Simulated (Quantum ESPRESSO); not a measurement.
# CoO: magnetocrystalline anisotropy

Wanted: the anisotropy energy of CoO and its cost.

Method: PBEsol; plane waves with PseudoDojo 0.4.1 SR PBEsol standard potentials, then spin–orbit coupling on the fully relativistic files of the same set, in Quantum ESPRESSO 7.5.

## 1. The starting structure

Symmetry: Fm-3m, No. 225, cubic system. The conventional cell has a = 4.263 Å, b = 4.263 Å, c = 4.263 Å, α = 90.00°, β = 90.00°, γ = 90.00°. Nearest to Co lie 6 O at 2.13 Å. Nearest to O lie 6 Co at 2.13 Å. Farther neighbours, and contacts between anions beyond the nearest, are not listed.

## 2. Collinear run on scalar-relativistic files

pw.in reads:

```
&CONTROL
  calculation = 'scf'
  prefix = 'pwscf'
  outdir = './tmp'
  pseudo_dir = './pseudo'
  disk_io = 'low'
/
&SYSTEM
  ibrav = 0
  celldm(1) = 8
  nat = 2
  ntyp = 2
  ecutwfc = 96
  nbnd = 20
  occupations = 'smearing'
  smearing = 'fd'
  degauss = 0.00367493
  nspin = 2
  starting_magnetization(1) = 0.1765
  starting_magnetization(2) = 0
/
&ELECTRONS
  conv_thr = 4d-11
  electron_maxstep = 150
  mixing_beta = 0.3
/
ATOMIC_SPECIES
Co     58.9332 Co.upf
O      15.9990 O.upf
CELL_PARAMETERS alat
   0.0000000000000    0.5034939043300    0.5034939043300
   0.5034939043300    0.0000000000000    0.5034939043300
   0.5034939043300    0.5034939043300    0.0000000000000
ATOMIC_POSITIONS crystal
Co      0.0000000000    0.0000000000    0.0000000000
O       0.5000000000    0.5000000000    0.5000000000
K_POINTS automatic
8 8 8 0 0 0
```

Launch:

```bash
OMP_NUM_THREADS=1 mpirun -n 2 pw.x -nk 2 -in pw.in > pw.out
```

The program printed:

```text
Program PWSCF v.7.5 starts

     Message from routine setup:
     using ibrav=0 with symmetry is DISCOURAGED, use correct ibrav instead

     K-points division:     npool     =       2
     Subspace diagonalization in iterative solution of the eigenvalue problem:

     G-vector sticks info
     --------------------
     sticks:   dense  smooth     PW     G-vecs:    dense   smooth      PW
     Sum         847     847    253                16529    16529    2733

     Using Slab Decomposition

     bravais-lattice index     =            0
     lattice parameter (alat)  =       8.0000  a.u.
     unit-cell volume          =     130.7021 (a.u.)^3
     number of atoms/cell      =            2
     number of atomic types    =            2
     number of electrons       =        23.00
     number of Kohn-Sham states=           20
     kinetic-energy cutoff     =      96.0000  Ry
     charge density cutoff     =     384.0000  Ry
     scf convergence threshold =      4.0E-11
     mixing beta               =       0.3000
     number of iterations used =            8  plain     mixing
     Exchange-correlation= PBESOL
                           (   1   4  10   8   0   0   0)

     celldm(1)=   8.000000  celldm(2)=   0.000000  celldm(3)=   0.000000
     celldm(4)=   0.000000  celldm(5)=   0.000000  celldm(6)=   0.000000

     crystal axes: (cart. coord. in units of alat)
               a(1) = (   0.000000   0.503494   0.503494 )
               a(2) = (   0.503494   0.000000   0.503494 )
               a(3) = (   0.503494   0.503494   0.000000 )

     reciprocal axes: (cart. coord. in units 2 pi/alat)
               b(1) = ( -0.993061  0.993061  0.993061 )
               b(2) = (  0.993061 -0.993061  0.993061 )
               b(3) = (  0.993061  0.993061 -0.993061 )

     PseudoPot. # 1 for Co read from file:
     Co.upf
     Pseudo is Norm-conserving + core correction, Zval = 17.0
     Generated using ONCVPSP code by D. R. Hamann
     Using radial grid of 1388 points,  6 beta functions with:
                l(1) =   0
                l(2) =   0
                l(3) =   1
                l(4) =   1
                l(5) =   2
                l(6) =   2

     PseudoPot. # 2 for O  read from file:
     O.upf
     Pseudo is Norm-conserving + core correction, Zval =  6.0
     Generated using ONCVPSP code by D. R. Hamann
     Using radial grid of  936 points,  5 beta functions with:
                l(1) =   0
                l(2) =   0
                l(3) =   1
                l(4) =   1
                l(5) =   2

     atomic species   valence    mass     pseudopotential
     Co               17.00    58.93320     Co( 1.00)
     O                 6.00    15.99900     O ( 1.00)

     Starting magnetic structure
     atomic species   magnetization
     Co              0.176
     O               0.000

     48 Sym. Ops., with inversion, found

   Cartesian axes

     site n.     atom                  positions (alat units)
         1        Co     tau(   1) = (   0.0000000   0.0000000   0.0000000  )
         2        O      tau(   2) = (   0.5034939   0.5034939   0.5034939  )

     number of k points=    29  Fermi-Dirac smearing, width (Ry)=  0.0037
                       cart. coord. in units 2pi/alat
        k(    1) = (   0.0000000   0.0000000   0.0000000), wk =   0.0019531
        k(    2) = (   0.1241326   0.1241326  -0.1241326), wk =   0.0156250
        k(    3) = (   0.2482652   0.2482652  -0.2482652), wk =   0.0156250
        k(    4) = (   0.3723978   0.3723978  -0.3723978), wk =   0.0156250
        k(    5) = (  -0.4965303  -0.4965303   0.4965303), wk =   0.0078125
        [... 24 further k-points ...]

     Dense  grid:    16529 G-vectors     FFT dimensions: (  36,  36,  36)

     Generating pointlists ...
     new r_m :   0.2077 (alat units)  1.6615 (a.u.) for type    1
     new r_m :   0.2077 (alat units)  1.6615 (a.u.) for type    2

     Initial potential from superposition of free atoms

     starting charge      22.9997, renormalised to      23.0000
     Starting wfcs are   14 randomized atomic wfcs +    6 random wfcs

     Self-consistent Calculation

     iteration #  1     ecut=    96.00 Ry     beta= 0.30
     Davidson diagonalization with overlap
     ethr =  1.00E-02,  avg # of iterations =  5.0

     total energy              =    -338.49070703 Ry
     estimated scf accuracy    <       0.23085255 Ry

     total magnetization       =     3.00 Bohr mag/cell
     absolute magnetization    =     3.00 Bohr mag/cell

     iteration #  2     ecut=    96.00 Ry     beta= 0.30
     Davidson diagonalization with overlap
     ethr =  1.00E-03,  avg # of iterations =  1.5

     total energy              =    -338.52248473 Ry
     estimated scf accuracy    <       0.06680333 Ry

     total magnetization       =     2.67 Bohr mag/cell
     absolute magnetization    =     2.67 Bohr mag/cell

     iteration #  3     ecut=    96.00 Ry     beta= 0.30
     Davidson diagonalization with overlap
     ethr =  2.90E-04,  avg # of iterations =  1.7

     total energy              =    -338.53315588 Ry
     estimated scf accuracy    <       0.02221531 Ry

     total magnetization       =     2.92 Bohr mag/cell
     absolute magnetization    =     2.92 Bohr mag/cell

     [... further iterations left out ...]

     iteration # 12     ecut=    96.00 Ry     beta= 0.30
     Davidson diagonalization with overlap
     ethr =  1.82E-10,  avg # of iterations =  1.4

     total energy              =    -338.53791374 Ry
     estimated scf accuracy    <          5.5E-10 Ry

     total magnetization       =     2.97 Bohr mag/cell
     absolute magnetization    =     2.99 Bohr mag/cell

     iteration # 13     ecut=    96.00 Ry     beta= 0.30
     Davidson diagonalization with overlap
     ethr =  2.41E-12,  avg # of iterations =  2.0

     total energy              =    -338.53791374 Ry
     estimated scf accuracy    <          1.4E-10 Ry

     total magnetization       =     2.97 Bohr mag/cell
     absolute magnetization    =     2.99 Bohr mag/cell

     iteration # 14     ecut=    96.00 Ry     beta= 0.30
     Davidson diagonalization with overlap
     ethr =  6.26E-13,  avg # of iterations =  2.1

     total energy              =    -338.53791374 Ry
     estimated scf accuracy    <          4.5E-11 Ry

     total magnetization       =     2.97 Bohr mag/cell
     absolute magnetization    =     2.99 Bohr mag/cell

     iteration # 15     ecut=    96.00 Ry     beta= 0.30
     Davidson diagonalization with overlap
     ethr =  1.98E-13,  avg # of iterations =  1.0

     Magnetic moment per site  (integrated on atomic sphere of radius R)
     atom   1 (R=0.208)  charge= 14.6135  magn=  2.5094
     atom   2 (R=0.208)  charge=  5.7455  magn=  0.3524

     End of self-consistent calculation

     [... lines left out ...]
     the Fermi energy is    14.0193 ev

!    total energy              =    -338.53791374 Ry
     estimated scf accuracy    <          3.0E-11 Ry
     smearing contrib. (-TS)   =      -0.00240593 Ry
     internal energy E=F+TS    =    -338.53550781 Ry

     The total energy is F=E-TS. E is the sum of the following terms:
     one-electron contribution =    -153.16391729 Ry
     hartree contribution      =      91.05469932 Ry
     xc contribution           =     -63.86342813 Ry
     ewald contribution        =    -212.56286172 Ry

     total magnetization       =     2.97 Bohr mag/cell
     absolute magnetization    =     2.99 Bohr mag/cell

     convergence has been achieved in  15 iterations

=------------------------------------------------------------------------------=
   JOB DONE.
=------------------------------------------------------------------------------=
```

The job ended after 12 s (2 MPI ranks of Intel Xeon 6975P-C (Granite Rapids), shared host; peak memory 0.18 GiB; 23 s of CPU time).

Spin moment in the atom's sphere by atom:

| atom | spin moment in the atom's sphere (μB) |
| --- | --- |
| Co1 | 2.51 |
| O2 | 0.35 |

This step gave:

* smearing term TS: 0.03273 eV
* magnetization: 2.971 μB
* absolute magnetization: 2.99 μB
* final state: ferromagnetic

## 3. One pass along [001] on 10×10×10

Each pass runs in a folder of its own that holds a copy of a collinear save from that input. The collinear spin density is turned to the axis, and its potential is diagonalised once with spin–orbit coupling on fully relativistic PseudoDojo files; the sums over occupied states, with the smearing term, are then compared.

pass.in reads:

```
&CONTROL
  calculation = 'nscf'
  prefix = 'pwscf'
  outdir = './tmp'
  pseudo_dir = './pseudo_fr'
  disk_io = 'nowf'
/
&SYSTEM
  ibrav = 0
  celldm(1) = 8
  nat = 2
  ntyp = 2
  ecutwfc = 96
  nbnd = 36
  occupations = 'smearing'
  smearing = 'fd'
  degauss = 0.00367493
  noncolin = .true.
  lspinorb = .true.
  lforcet = .true.
  starting_magnetization(1) = 0.1765
  angle1(1) = 0
  angle2(1) = 0
  starting_magnetization(2) = 0
  angle1(2) = 0
  angle2(2) = 0
/
&ELECTRONS
  conv_thr = 4d-11
  electron_maxstep = 150
  mixing_beta = 0.3
  startingpot = 'file'
  startingwfc = 'random'
  diago_thr_init = 1d-09
  diago_full_acc = .true.
/
ATOMIC_SPECIES
Co     58.9332 Co.upf
O      15.9990 O.upf
CELL_PARAMETERS alat
   0.0000000000000    0.5034939043300    0.5034939043300
   0.5034939043300    0.0000000000000    0.5034939043300
   0.5034939043300    0.5034939043300    0.0000000000000
ATOMIC_POSITIONS crystal
Co      0.0000000000    0.0000000000    0.0000000000
O       0.5000000000    0.5000000000    0.5000000000
K_POINTS automatic
10 10 10 0 0 0
```

Launch:

```bash
OMP_NUM_THREADS=1 mpirun -n 2 pw.x -nk 2 -in pass.in > pass.out
```

The program printed:

```text
[banner, memory and clock lines left out]
Program PWSCF v.7.5 starts

     Fixed quantization axis for GGA:     0.000000    0.000000    1.000000
     Message from routine setup:
     using ibrav=0 with symmetry is DISCOURAGED, use correct ibrav instead

     bravais-lattice index     =            0
     lattice parameter (alat)  =       8.0000  a.u.
     unit-cell volume          =     130.7021 (a.u.)^3
     number of atoms/cell      =            2
     number of atomic types    =            2
     number of electrons       =        23.00
     number of Kohn-Sham states=           36
     kinetic-energy cutoff     =      96.0000  Ry
     charge density cutoff     =     384.0000  Ry
     Exchange-correlation= PBESOL
                           (   1   4  10   8   0   0   0)
     Noncollinear calculation with spin-orbit

     [... lines left out ...]
     PseudoPot. # 1 for Co read from file:
     Co.upf
     Pseudo is Norm-conserving + core correction, Zval = 17.0

     PseudoPot. # 2 for O  read from file:
     O.upf
     Pseudo is Norm-conserving + core correction, Zval =  6.0

     atomic species   valence    mass     pseudopotential
     Co               17.00    58.93320     Co( 1.00)
     O                 6.00    15.99900     O ( 1.00)

     16 Sym. Ops., with inversion, found

   Cartesian axes

     site n.     atom                  positions (alat units)
         1        Co     tau(   1) = (   0.0000000   0.0000000   0.0000000  )
         2        O      tau(   2) = (   0.5034939   0.5034939   0.5034939  )

     number of k points=   102  Fermi-Dirac smearing, width (Ry)=  0.0037

     Number of k-points >= 100: set verbosity='high' to print them.

     Dense  grid:    16529 G-vectors     FFT dimensions: (  36,  36,  36)

     Generating pointlists ...
     new r_m :   0.2077 (alat units)  1.6615 (a.u.) for type    1
     new r_m :   0.2077 (alat units)  1.6615 (a.u.) for type    2
     Message from routine read_rhog:
     some spin components not found

 -----------
Spin angles Theta, Phi (degree) =   0.0000  0.0000
 -----------

     The potential is recalculated from file :
     [... lines left out ...]
     Starting wfcs are random

     Band Structure Calculation
     Davidson diagonalization with overlap

     ethr =  1.00E-09,  avg # of iterations = 24.1

     End of band structure calculation

     Number of k-points >= 100: set verbosity='high' to print the bands.

     the Fermi energy is    14.0424 ev
     (compare with:    14.0193 eV, computed in scf)
```

It took 41 s on 2 MPI ranks; peak memory 0.15 GiB; 82 s of CPU time.

## 4. One pass along [111] on 10×10×10

Changes to pass.in since step 3:

```diff
@@ -21,7 +21,7 @@
   starting_magnetization(1) = 0.1765
-  angle1(1) = 0
-  angle2(1) = 0
+  angle1(1) = 54.7356
+  angle2(1) = 45
   starting_magnetization(2) = 0
-  angle1(2) = 0
-  angle2(2) = 0
+  angle1(2) = 54.7356
+  angle2(2) = 45
 /
```

The program printed:

```text
     [... lines left out ...]
Program PWSCF v.7.5 starts
     [... lines left out ...]
     number of atoms/cell      =            2
     [... lines left out ...]
     number of electrons       =        23.00
     number of Kohn-Sham states=           36
     kinetic-energy cutoff     =      96.0000  Ry
     charge density cutoff     =     384.0000  Ry
     [... lines left out ...]
     Noncollinear calculation with spin-orbit
     [... lines left out ...]
     12 Sym. Ops., with inversion, found
     [... lines left out ...]
     number of k points=   116  Fermi-Dirac smearing, width (Ry)=  0.0037
     [... lines left out ...]
Spin angles Theta, Phi (degree) =  54.7356 45.0000
     [... lines left out ...]
     the Fermi energy is    14.0425 ev
     (compare with:    14.0193 eV, computed in scf)
```

Wall time 47 s (2 MPI ranks); peak memory 0.15 GiB; 94 s of CPU time.

## 5. One pass along [110] on 10×10×10

Changes to pass.in since step 4:

```diff
@@ -21,6 +21,6 @@
   starting_magnetization(1) = 0.1765
-  angle1(1) = 54.7356
+  angle1(1) = 90
   angle2(1) = 45
   starting_magnetization(2) = 0
-  angle1(2) = 54.7356
+  angle1(2) = 90
   angle2(2) = 45
```

The program printed:

```text
     [... lines left out ...]
Program PWSCF v.7.5 starts
     [... lines left out ...]
     number of atoms/cell      =            2
     [... lines left out ...]
     number of electrons       =        23.00
     number of Kohn-Sham states=           36
     kinetic-energy cutoff     =      96.0000  Ry
     charge density cutoff     =     384.0000  Ry
     [... lines left out ...]
     Noncollinear calculation with spin-orbit
     [... lines left out ...]
      8 Sym. Ops., with inversion, found
     [... lines left out ...]
     number of k points=   171  Fermi-Dirac smearing, width (Ry)=  0.0037
     [... lines left out ...]
Spin angles Theta, Phi (degree) =  90.0000 45.0000
     [... lines left out ...]
     the Fermi energy is    14.0425 ev
     (compare with:    14.0193 eV, computed in scf)
```

The job ended after 69 s (2 MPI ranks; peak memory 0.15 GiB).

## 6. The smearing term

The sum of energies times occupations is what pw.x prints as eband (for fewer than 100 k points). With Fermi–Dirac smearing the quantity to compare holds −TS as well, computed here from the energies and weights in the run's XML file (meV a cell, from the first axis, mesh 10×10×10):

```
 axis  plain sum      −TS  free energy
[001]     0.0000   0.0000       0.0000
[111]     0.0332  -0.0156       0.0176
[110]     0.0252  -0.0118       0.0133
```

## 7. The axes together

A pass yields neither state nor moment: for the force theorem these columns are the collinear run's. Anisotropy, by row:

| way | mesh | axis | state | energy less the first axis' (meV a primitive cell) | largest spin moment (μB) | CPU time (s) |
| --- | --- | --- | --- | --- | --- | --- |
| force theorem | 10x10x10 | [001] | ferromagnetic | 0 | 2.509 | 82.43 |
| force theorem | 10x10x10 | [111] | ferromagnetic | 0.01764 | 2.509 | 94.38 |
| force theorem | 10x10x10 | [110] | ferromagnetic | 0.01331 | 2.509 | 138.2 |

## 8. Outcome

| Property | Result |
| --- | --- |
| state | ferromagnetic |
| largest spin moment | 2.51 μB |
| easy axis of those tried, on this mesh | not resolved |
| energy along [111] less [001] (force theorem) | 0.0176 meV a primitive cell, 0.15 MJ/m³ |

**Reading.** On 10×10×10, leaving out the smearing term would shift a difference by 0.016 meV, against 0.018 meV for the largest. Differences this small usually change with the mesh, so the easy axis is taken as not resolved. One mesh cannot show that the size is converged, and with itinerant moments even the sign can change with the mesh. Shape anisotropy is not included. The moments were started parallel in the primitive cell; if the crystal orders otherwise, its anisotropy is another. No Hubbard term acts here. In such compounds local and semilocal functionals without one often delocalise the d electrons, and can shrink or lose moments and miss the size, sign and order of the couplings. The smearing term is large for its width, so states at the Fermi level are partly filled: at this level the cell is a metal or has a gap of a few widths at most.

[Long decimals in the printed logs are rounded to 6 places.]

[Logs and program files are shortened in this print: banners, set-up blocks, solver, clock and traceback lines can be left out without a mark of their own.]

[Logs are printed without paths, hosts, clocks, repeated set-up lines and the standing remarks that a program may print on its own settings, such as how far it seeks lower states.]

[Hosts, paths, dates, database ids (printed as entryN), source tags and the programs' standing remarks are cut or masked in the printed files.]

[Where the starting crystal was built by hand or by swapping elements, it need not be the compound's stable phase.]

[Where a cell is said to come from a database of computed structures, the database is the Materials Project.]

[Lattice constants that a cell's source calls measured were typed from memory.]
